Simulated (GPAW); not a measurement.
## Ballistic transport through a Ga chain with a Si atom bridging one bond, from relaxation to T(E)

Aim: the conductance of a Ga chain with a Si atom bridging one bond after relaxation, and whether geometry, basis or functional moves it most.

Main program and level: GPAW 26.7.0; GPAW LCAO, PAW setups; relaxation of the junction within the symmetry of its start, lead ends held, in the first sound run; inputs show where later runs differ.

This is a report of a sequence of runs, with most program output left out.

## 1. Starting point

The cell holds 13 atoms: 12 Ga and 1 Si. Its edges and angles: a = 9.000 Å, b = 9.000 Å, c = 30.800 Å, α = 90.0°, β = 90.0°, γ = 90.0°. Regions: left lead, 6 atoms (6 Ga); channel, 1 atom (1 Si); right lead, 6 atoms (6 Ga). Vacuum lies along a and b. The structure is stacked along c, and the current runs across the ab planes.

## 2. Relaxation

Transmission follows bond lengths closely, so the atoms between the held lead ends are relaxed first, within whatever symmetry the start has.

File run.py:

```python
import json
from ase import Atoms
from ase.constraints import FixAtoms
from ase.optimize import BFGS
from gpaw import GPAW, FermiDirac

device = Atoms(
    ['Ga', 'Ga', 'Ga', 'Ga', 'Ga', 'Ga', 'Si', 'Ga', 'Ga', 'Ga', 'Ga', 'Ga', 'Ga'],
    positions=[
        [4.50000, 4.50000, 1.27500],
        [4.50000, 4.50000, 3.82500],
        [4.50000, 4.50000, 6.37500],
        [4.50000, 4.50000, 8.92500],
        [4.50000, 4.50000, 11.47500],
        [4.50000, 4.50000, 14.02500],
        [6.42655, 4.50000, 15.40000],
        [4.50000, 4.50000, 16.77500],
        [4.50000, 4.50000, 19.32500],
        [4.50000, 4.50000, 21.87500],
        [4.50000, 4.50000, 24.42500],
        [4.50000, 4.50000, 26.97500],
        [4.50000, 4.50000, 29.52500]],
    cell=[[9.0, 0.0, 0.0], [0.0, 9.0, 0.0], [0.0, 0.0, 30.8]],
    pbc=True)

device.set_constraint(FixAtoms([0, 1, 2, 3, 4, 8, 9, 10, 11, 12]))
device.calc = GPAW(mode='lcao', basis='dzp', xc='PBE', h=0.18,
                   kpts={'size': (1, 1, 3), 'gamma': True},
                   symmetry={'tolerance': 1e-3, 'extra_ids': [1, 1, 1, 1, 1, 0, 0, 0, 1, 1, 1, 1, 1]},
                   occupations=FermiDirac(0.1), maxiter=250,
                   mixer=dict(beta=0.1, nmaxold=8, weight=100.0),
                   convergence=dict(density=0.0001), txt='relax.txt')
path = []
opt = BFGS(device, maxstep=0.15)
opt.attach(lambda: path.append((device.get_potential_energy(), device.positions.tolist(), device.get_forces().tolist())))
relaxed = bool(opt.run(fmax=0.05, steps=50))
json.dump(dict(relaxed=relaxed, path=path, positions=device.positions.tolist(), moments=device.get_magnetic_moments().tolist(),
               forces=device.get_forces(apply_constraint=False).tolist()), open('result.json', 'w'))
```

On the command line:

```sh
> OMP_NUM_THREADS=1 OPENBLAS_NUM_THREADS=1 python run.py
```

The job ended after 3.9 min (1 thread of Arm Neoverse V1, shared host; peak memory 1.4 GiB).

The steps of the relaxation:

| step | energy less that of the first step (eV) | largest force (eV/Å) |
| --- | --- | --- |
| 1 | 0.0000 | 0.3519 |
| 2 | -0.0036 | 0.3017 |
| 3 | -0.0158 | 0.2363 |
| 4 | -0.0178 | 0.2338 |
| 5 | -0.0243 | 0.1208 |
| 6 | -0.0257 | 0.0443 |

The atoms that moved most (Å):

| atom | dx | dy | dz | length |
| --- | --- | --- | --- | --- |
| Ga6 | 0.026 | 0.000 | -0.064 | 0.069 |
| Ga8 | 0.026 | 0.000 | 0.064 | 0.069 |
| Si7 | -0.034 | 0.000 | 0.000 | 0.034 |

Final coordinates:

```cif
data_structure
_symmetry_space_group_name_H-M 'P 1'
_symmetry_Int_Tables_number 1
_cell_length_a 9.0000
_cell_length_b 9.0000
_cell_length_c 30.8000
_cell_angle_alpha 90.000
_cell_angle_beta 90.000
_cell_angle_gamma 90.000
_cell_volume 2494.80
loop_
_atom_site_label
_atom_site_type_symbol
_atom_site_fract_x
_atom_site_fract_y
_atom_site_fract_z
_atom_site_occupancy
Ga1 Ga 0.50000 0.50000 0.04140 1
Ga2 Ga 0.50000 0.50000 0.12419 1
Ga3 Ga 0.50000 0.50000 0.20698 1
Ga4 Ga 0.50000 0.50000 0.28977 1
Ga5 Ga 0.50000 0.50000 0.37256 1
Ga6 Ga 0.50285 0.50000 0.45328 1
Si7 Si 0.71031 0.50000 0.50000 1
Ga8 Ga 0.50285 0.50000 0.54672 1
Ga9 Ga 0.50000 0.50000 0.62744 1
Ga10 Ga 0.50000 0.50000 0.71023 1
Ga11 Ga 0.50000 0.50000 0.79302 1
Ga12 Ga 0.50000 0.50000 0.87581 1
Ga13 Ga 0.50000 0.50000 0.95860 1
```

The relaxation lowered the energy of the cell by 0.0257 eV (energies extrapolated to zero smearing; the optimiser's log prints free energies). The largest force left on a free atom is 0.044 eV/Å.

## 3. GPAW, dzp

The script solves lead and junction separately, takes H and S in the orbital basis, and joins semi-infinite leads through their self-energies; the dzp basis is the working standard.

This step: GPAW LCAO, PAW setups; Landauer transmission from Green's functions with principal layers (ASE), zero bias (GPAW 26.7.0).

File run.py:

```python
import json
import numpy as np
from ase import Atoms
from ase.transport.calculators import TransportCalculator
from gpaw import GPAW, FermiDirac
from gpaw.lcao.tools import get_lcao_hamiltonian
from scipy.linalg import eigh

# The junction with lead layers at both ends, along the third cell vector
device = Atoms(
    ['Ga', 'Ga', 'Ga', 'Ga', 'Ga', 'Ga', 'Si', 'Ga', 'Ga', 'Ga', 'Ga', 'Ga', 'Ga'],
    positions=[
        [4.50000, 4.50000, 1.27500],
        [4.50000, 4.50000, 3.82500],
        [4.50000, 4.50000, 6.37500],
        [4.50000, 4.50000, 8.92500],
        [4.50000, 4.50000, 11.47500],
        [4.52568, 4.50000, 13.96108],
        [6.39276, 4.50000, 15.40000],
        [4.52568, 4.50000, 16.83892],
        [4.50000, 4.50000, 19.32500],
        [4.50000, 4.50000, 21.87500],
        [4.50000, 4.50000, 24.42500],
        [4.50000, 4.50000, 26.97500],
        [4.50000, 4.50000, 29.52500]],
    cell=[[9.0, 0.0, 0.0], [0.0, 9.0, 0.0], [0.0, 0.0, 30.8]],
    pbc=True)

# One principal layer of the lead: the first 3 atoms of the device
lead = Atoms(
    ['Ga', 'Ga', 'Ga'],
    positions=[
        [4.50000, 4.50000, 1.27500],
        [4.50000, 4.50000, 3.82500],
        [4.50000, 4.50000, 6.37500]],
    cell=[[9.0, 0.0, 0.0], [0.0, 9.0, 0.0], [0.0, 0.0, 7.65]],
    pbc=True)

settings = dict(mode='lcao', basis='dzp', xc='PBE', h=0.2,
                occupations=FermiDirac(0.1), maxiter=250,
                mixer=dict(beta=0.1, nmaxold=8, weight=100.0),
                convergence=dict(density=0.0001))
energies = np.arange(-2, 2 + 1e-9, 0.025)
eta = 0.0001
n1, n2 = 1, 1
# k and -k transmit alike, so half of the mesh across the current serves
mesh = [(i, j) for i in range(n1) for j in range(n2) if (i, j) <= (-i % n1, -j % n2)]
weights = np.array([1 if (i, j) == (-i % n1, -j % n2) else 2 for i, j in mesh]) / (n1 * n2)

# [... helper functions left out ...]
fermi_lead = ground_state(lead, (1, 1, 15), 'lead.txt')
fermi_device = ground_state(device, (1, 1, 3), 'device.txt')
# [... loop over the mesh left out, but for ...]
        # Shift the lead onto the potential of the device's first layer
        shift = ((H[:, 0, 0] - H0[:, 0, 0]) / S0[0, 0]).real.mean()
# [...]
kT = 8.617333e-5 * 300
bias = [0.1, 0.2, 0.5, 1.0, 1.5, 2.0]
# [... integrals and printing left out ...]
```

The job ended after 47 s (1 thread; peak memory 1 GiB).

Numbers from this step:

| Item | Value |
| --- | --- |
| conductance | 1.197 G₀ |
| largest coupling past the next principal layer | 6.03e-5 eV |
| largest misfit of the first principal layer | 0.03415 eV |
| shift that aligns the lead | -0.01242 eV |
| basis functions of the junction | 169 |
| basis functions of a principal layer | 39 |
| transmission at the Fermi level (one spin) | 1.209 |

One spin. Table of transmission, zone mean by energy, zero at the Fermi level:

energy (eV), transmission, zone mean and a bar:
```
   -2.000       0.66 #############
   -1.800       0.62 #############
   -1.600       0.49 ##########
   -1.425       0.93 ###################
   -1.400       0.84 #################
   -1.200       0.61 ############
   -1.000       0.48 ##########
   -0.800       0.31 ######
   -0.600       0.11 ##
   -0.400       0.01 
   -0.200       0.74 ###############
    0.000       1.21 #########################
    0.200       1.15 #######################
    0.400       1.17 ########################
    0.600       1.26 ##########################
    0.800       1.35 ############################
    1.000       1.41 #############################
    1.200       1.45 ##############################
    1.350       1.46 ##############################
    1.400       1.46 ##############################
    1.600       1.44 ##############################
    1.800       1.40 #############################
    2.000       1.34 ###########################
```

Not self-consistent under bias; the bias window is split evenly. The current through one cell, from the zero-bias transmission by bias:

| bias (V) | current through one cell, from the zero-bias transmission (μA) |
| --- | --- |
| 0.100 | 9.24 |
| 0.200 | 18.2 |
| 0.500 | 41.1 |
| 1.000 | 65.9 |
| 1.500 | 93.2 |
| 2.000 | 127 |

Table of transmission of the three most open eigenchannels by energy, zero at the Fermi level:

| energy (eV) | channel 1 | channel 2 | channel 3 |
| --- | --- | --- | --- |
| -2.000 | 0.656 | 1.3e-11 | 0 |
| -1.800 | 0.621 | 1.3e-11 | 0 |
| -1.600 | 0.491 | 1.2e-11 | 0 |
| -1.400 | 0.837 | 1.2e-11 | 0 |
| -1.200 | 0.607 | 1.1e-11 | 0 |
| -1.000 | 0.475 | 1.1e-11 | 0 |
| -0.800 | 0.312 | 1.0e-11 | 0 |
| -0.600 | 0.110 | 9.7e-12 | 0 |
| -0.400 | 0.00604 | 2.0e-10 | 8.8e-12 |
| -0.200 | 0.389 | 0.207 | 0.144 |
| 0.000 | 0.563 | 0.475 | 0.171 |
| 0.200 | 0.633 | 0.473 | 0.0397 |
| 0.400 | 0.707 | 0.464 | 2.6e-5 |
| 0.600 | 0.777 | 0.468 | 0.0167 |
| 0.800 | 0.832 | 0.472 | 0.0449 |
| 1.000 | 0.871 | 0.475 | 0.0686 |
| 1.200 | 0.893 | 0.472 | 0.0865 |
| 1.400 | 0.906 | 0.454 | 0.1000 |
| 1.600 | 0.913 | 0.419 | 0.109 |
| 1.800 | 0.917 | 0.366 | 0.114 |
| 2.000 | 0.921 | 0.300 | 0.114 |

Couplings past the next layer reach 6.0e-5 eV, small enough to drop; the matrix elements of the cell's first layer differ from the bulk lead's by up to 0.034 eV. That layer keeps its own values in the calculation, and only beyond it is the lead taken as perfect. The Fermi levels of lead and junction count from different zeros of potential, one for each periodic cell; with both set to zero, the small remaining shift is what aligns them. By hand: G = 1.197 × 77.48 μS = 92.8 μS, a resistance of 10.8 kΩ; at 0.1 V a linear junction would pass 9.28 μA, and the integral over the bias window gives 9.24 μA.

## 4. GPAW, szp: basis = "szp(dzp)"

One radial function a shell plus polarisation makes the matrices smaller; the question is what that costs.

run.py: that of step 3 with these lines changed.

```diff
@@ -38,3 +38,3 @@
 
-settings = dict(mode='lcao', basis='dzp', xc='PBE', h=0.2,
+settings = dict(mode='lcao', basis='szp(dzp)', xc='PBE', h=0.2,
                 occupations=FermiDirac(0.1), maxiter=250,
```

The job ended after 41 s (1 thread; peak memory 1 GiB).

Numbers from this step:

| Property | Result |
| --- | --- |
| conductance | 1.241 G₀ |
| largest coupling past the next principal layer | 5.81e-5 eV |
| largest misfit of the first principal layer | 0.03421 eV |
| shift that aligns the lead | -0.01718 eV |
| basis functions of the junction | 117 |
| basis functions of a principal layer | 27 |
| transmission at the Fermi level (one spin) | 1.257 |

One spin. Transmission, zone mean against energy, zero at the Fermi level:

| energy (eV) | transmission, zone mean |
| --- | --- |
| -2.000 | 0.481 |
| -1.800 | 0.284 |
| -1.600 | 8.9e-8 |
| -1.400 | 0.998 |
| -1.200 | 0.723 |
| -1.000 | 0.517 |
| -0.800 | 0.299 |
| -0.600 | 0.0744 |
| -0.400 | 0.0245 |
| -0.200 | 0.701 |
| 0.000 | 1.26 |
| 0.200 | 1.16 |
| 0.400 | 1.16 |
| 0.600 | 1.23 |
| 0.800 | 1.31 |
| 1.000 | 1.39 |
| 1.200 | 1.44 |
| 1.400 | 1.45 |
| 1.600 | 1.44 |
| 1.800 | 1.40 |
| 2.000 | 1.35 |

Not self-consistent under bias; the bias window is split evenly. The current through one cell, from the zero-bias transmission by bias:

| bias (V) | current through one cell, from the zero-bias transmission (μA) |
| --- | --- |
| 0.100 | 9.57 |
| 0.200 | 18.8 |
| 0.500 | 41.9 |
| 1.000 | 66.6 |
| 1.500 | 92.7 |
| 2.000 | 126 |

The transmission of the three most open eigenchannels by energy, zero at the Fermi level:

| energy (eV) | channel 1 | channel 2 | channel 3 |
| --- | --- | --- | --- |
| -2.000 | 0.481 | 0 | 0 |
| -1.900 | 0.411 | 0 | 0 |
| -1.800 | 0.284 | 0 | 0 |
| -1.700 | 2.2e-6 | 0 | 0 |
| -1.600 | 8.9e-8 | 0 | 0 |
| -1.500 | 7.0e-7 | 0 | 0 |
| -1.400 | 0.998 | 0 | 0 |
| -1.300 | 0.849 | 0 | 0 |
| -1.200 | 0.723 | 0 | 0 |
| -1.100 | 0.618 | 0 | 0 |
| -1.000 | 0.517 | 0 | 0 |
| -0.900 | 0.412 | 0 | 0 |
| -0.800 | 0.299 | 0 | 0 |
| -0.700 | 0.182 | 0 | 0 |
| -0.600 | 0.0744 | 0 | 0 |
| -0.500 | 0.00610 | 2.0e-12 | 0 |
| -0.400 | 0.0245 | 2.3e-11 | 1.2e-12 |
| -0.300 | 0.183 | 1.1e-9 | 2.8e-10 |
| -0.200 | 0.480 | 0.129 | 0.0923 |
| -0.100 | 0.410 | 0.397 | 0.356 |
| 0.000 | 0.519 | 0.459 | 0.279 |
| 0.100 | 0.559 | 0.466 | 0.185 |
| 0.200 | 0.594 | 0.461 | 0.107 |
| 0.300 | 0.635 | 0.460 | 0.0484 |
| 0.400 | 0.677 | 0.464 | 0.0142 |
| 0.500 | 0.717 | 0.467 | 0.00102 |
| 0.600 | 0.753 | 0.470 | 0.00162 |
| 0.700 | 0.787 | 0.473 | 0.00955 |
| 0.800 | 0.817 | 0.477 | 0.0204 |
| 0.900 | 0.842 | 0.481 | 0.0315 |
| 1.000 | 0.863 | 0.485 | 0.0419 |
| 1.100 | 0.878 | 0.487 | 0.0512 |
| 1.200 | 0.890 | 0.487 | 0.0594 |
| 1.300 | 0.898 | 0.482 | 0.0666 |
| 1.400 | 0.905 | 0.473 | 0.0728 |
| 1.500 | 0.910 | 0.458 | 0.0778 |
| 1.600 | 0.915 | 0.440 | 0.0817 |
| 1.700 | 0.919 | 0.418 | 0.0843 |
| 1.800 | 0.922 | 0.393 | 0.0857 |
| 1.900 | 0.926 | 0.365 | 0.0859 |
| 2.000 | 0.929 | 0.336 | 0.0850 |

The conductance, 1.24 G₀, lies 3.7 % above that of the dzp run.

## 5. GPAW, sz: basis = "sz(dzp)"

The minimal basis is the cheapest rung: no second zeta and no polarisation.

run.py: that of step 4 with these lines changed.

```diff
@@ -38,3 +38,3 @@
 
-settings = dict(mode='lcao', basis='szp(dzp)', xc='PBE', h=0.2,
+settings = dict(mode='lcao', basis='sz(dzp)', xc='PBE', h=0.2,
                 occupations=FermiDirac(0.1), maxiter=250,
```

The job ended after 25 s (1 thread; peak memory 0.93 GiB).

Numbers from this step:

```
conductance                                             : 1.242 G₀
largest coupling past the next principal layer          : 5.75e-5 eV
largest misfit of the first principal layer             : 0.03778 eV
shift that aligns the lead                              : -0.02154 eV
basis functions of the junction                         : 52
basis functions of a principal layer                    : 12
transmission at the Fermi level (one spin)              : 1.259
open channels of the lead at the Fermi level (one spin) : 3
```

One spin. Transmission, zone mean against energy, zero at the Fermi level:

| energy (eV) | transmission, zone mean |
| --- | --- |
| -2.000 | 0.407 |
| -1.800 | 0.149 |
| -1.600 | 2.2e-7 |
| -1.475 | 0.998 |
| -1.400 | 0.861 |
| -1.200 | 0.606 |
| -1.000 | 0.416 |
| -0.800 | 0.218 |
| -0.600 | 0.0382 |
| -0.400 | 0.0412 |
| -0.200 | 0.697 |
| -0.025 | 1.26 |
| 0.000 | 1.26 |
| 0.200 | 1.14 |
| 0.400 | 1.11 |
| 0.600 | 1.17 |
| 0.800 | 1.27 |
| 1.000 | 1.35 |
| 1.200 | 1.40 |
| 1.400 | 1.42 |
| 1.600 | 1.41 |
| 1.800 | 1.37 |
| 2.000 | 1.32 |

The conductance, 1.24 G₀, lies 3.8 % above that of the dzp run.

## 6. revPBE in the dzp basis: xc = "revPBE"

Back in the dzp basis, the functional changes from PBE to revPBE, to set the spread between functionals beside that between bases.

run.py: that of step 5 with these lines changed.

```diff
@@ -38,3 +38,3 @@
 
-settings = dict(mode='lcao', basis='sz(dzp)', xc='PBE', h=0.2,
+settings = dict(mode='lcao', basis='dzp', xc='revPBE', h=0.2,
                 occupations=FermiDirac(0.1), maxiter=250,
```

Wall time 44 s (1 thread); peak memory 1 GiB.

This step gave:

```yaml
conductance: 1.166 G₀
largest_coupling_past_the_next_principal_layer: 6.04e-5 eV
largest_misfit_of_the_first_principal_layer: 0.03410 eV
shift_that_aligns_the_lead: -0.01106 eV
basis_functions_of_the_junction: 169
basis_functions_of_a_principal_layer: 39
transmission_at_the_fermi_level_one_spin: 1.178
```

The conductance, 1.17 G₀, lies 2.6 % below that of the dzp run.

## 7. The structure as built: geometry = "as built"

The dzp basis with PBE on the structure as first built shows what the relaxation was worth.

run.py: that of step 6 with these lines changed.

```diff
@@ -17,5 +17,5 @@
         [4.50000, 4.50000, 11.47500],
-        [4.52568, 4.50000, 13.96108],
-        [6.39276, 4.50000, 15.40000],
-        [4.52568, 4.50000, 16.83892],
+        [4.50000, 4.50000, 14.02500],
+        [6.42655, 4.50000, 15.40000],
+        [4.50000, 4.50000, 16.77500],
         [4.50000, 4.50000, 19.32500],
@@ -38,3 +38,3 @@
 
-settings = dict(mode='lcao', basis='dzp', xc='revPBE', h=0.2,
+settings = dict(mode='lcao', basis='dzp', xc='PBE', h=0.2,
                 occupations=FermiDirac(0.1), maxiter=250,
```

It took 47 s on 1 thread; peak memory 1 GiB.

Numbers from this step:

| Property | Result |
| --- | --- |
| conductance | 0.9557 G₀ |
| thermopower | -3.956 μV/K |
| largest coupling past the next principal layer | 6.03e-5 eV |
| largest misfit of the first principal layer | 0.03929 eV |
| shift that aligns the lead | -0.01130 eV |
| transmission at the Fermi level (one spin) | 0.9642 |

The conductance, 0.956 G₀, lies 20 % below that of the dzp run.

## 8. All levels side by side

Times are for 1 thread of Arm Neoverse V1, shared host. The series side by side:

| no. | run | conductance (G₀) | time | memory (GiB) |
| --- | --- | --- | --- | --- |
| 1 | dzp | 1.197 | 47 s | 1.0 |
| 2 | szp | 1.241 | 41 s | 1.0 |
| 3 | sz | 1.242 | 25 s | 0.93 |
| 4 | dzp revPBE | 1.166 | 44 s | 1.0 |
| 5 | asbuilt | 0.9557 | 47 s | 1.0 |

## 9. Comparison

The curves are compared point by point over the common energies.

This step: comparison of transmission and cost over codes, levels and geometry (GPAW 26.7.0).

Ladder, by row:

| step | code | T at the Fermi level (sum over the listed spins) | conductance (G0) | r.m.s. T(E) from the first | wall time (s) | peak memory (GiB) | threads |
| --- | --- | --- | --- | --- | --- | --- | --- |
| dzp | GPAW | 1.209 | 1.197 | 0 | 46.58 | 1.04 | 1 |
| szp | GPAW | 1.257 | 1.241 | 0.1451 | 40.84 | 1.02 | 1 |
| sz | GPAW | 1.259 | 1.242 | 0.1984 | 25.13 | 0.93 | 1 |
| dzp-revPBE | GPAW | 1.178 | 1.166 | 0.07168 | 43.95 | 1.04 | 1 |
| asbuilt | GPAW | 0.9642 | 0.9557 | 0.1219 | 46.75 | 1.04 | 1 |

Transmission, zone mean, sum over the listed spins against energy, zero at the Fermi level:

| energy (eV) | dzp | szp | sz | dzp-revPBE | asbuilt |
| --- | --- | --- | --- | --- | --- |
| -2.000 | 0.656 | 0.481 | 0.407 | 0.678 | 0.740 |
| -1.800 | 0.621 | 0.284 | 0.149 | 0.662 | 0.713 |
| -1.600 | 0.491 | 8.9e-8 | 2.2e-7 | 0.615 | 0.599 |
| -1.475 | 5.5e-6 | 3.9e-6 | 0.998 | 2.2e-4 | 5.6e-6 |
| -1.450 | 0.476 | 0.743 | 0.959 | 0.828 | 0.0447 |
| -1.425 | 0.931 | 0.939 | 0.908 | 0.703 | 0.970 |
| -1.400 | 0.837 | 0.998 | 0.861 | 0.662 | 0.906 |
| -1.200 | 0.607 | 0.723 | 0.606 | 0.547 | 0.737 |
| -1.000 | 0.475 | 0.517 | 0.416 | 0.438 | 0.643 |
| -0.800 | 0.312 | 0.299 | 0.218 | 0.287 | 0.515 |
| -0.600 | 0.110 | 0.0744 | 0.0382 | 0.0975 | 0.304 |
| -0.400 | 0.00604 | 0.0245 | 0.0412 | 0.00794 | 0.0288 |
| -0.200 | 0.740 | 0.701 | 0.697 | 0.732 | 0.537 |
| 0.000 | 1.21 | 1.26 | 1.26 | 1.18 | 0.964 |
| 0.200 | 1.15 | 1.16 | 1.14 | 1.12 | 1.02 |
| 0.400 | 1.17 | 1.16 | 1.11 | 1.15 | 1.17 |
| 0.600 | 1.26 | 1.23 | 1.17 | 1.25 | 1.30 |
| 0.800 | 1.35 | 1.31 | 1.27 | 1.34 | 1.38 |
| 1.000 | 1.41 | 1.39 | 1.35 | 1.41 | 1.43 |
| 1.200 | 1.45 | 1.44 | 1.40 | 1.45 | 1.46 |
| 1.350 | 1.46 | 1.45 | 1.42 | 1.45 | 1.47 |
| 1.400 | 1.46 | 1.45 | 1.42 | 1.45 | 1.47 |
| 1.600 | 1.44 | 1.44 | 1.41 | 1.43 | 1.45 |
| 1.800 | 1.40 | 1.40 | 1.37 | 1.39 | 1.41 |
| 2.000 | 1.34 | 1.35 | 1.32 | 1.33 | 1.34 |

(Part 1 of 2 ends here.)

[Logs are printed without paths, hosts, clocks, repeated set-up lines and the standing remarks that a program may print on its own settings, such as how far it seeks lower states.]

[Hosts, paths, dates, database ids (printed as entryN), source tags and the programs' standing remarks are cut or masked in the printed files.]
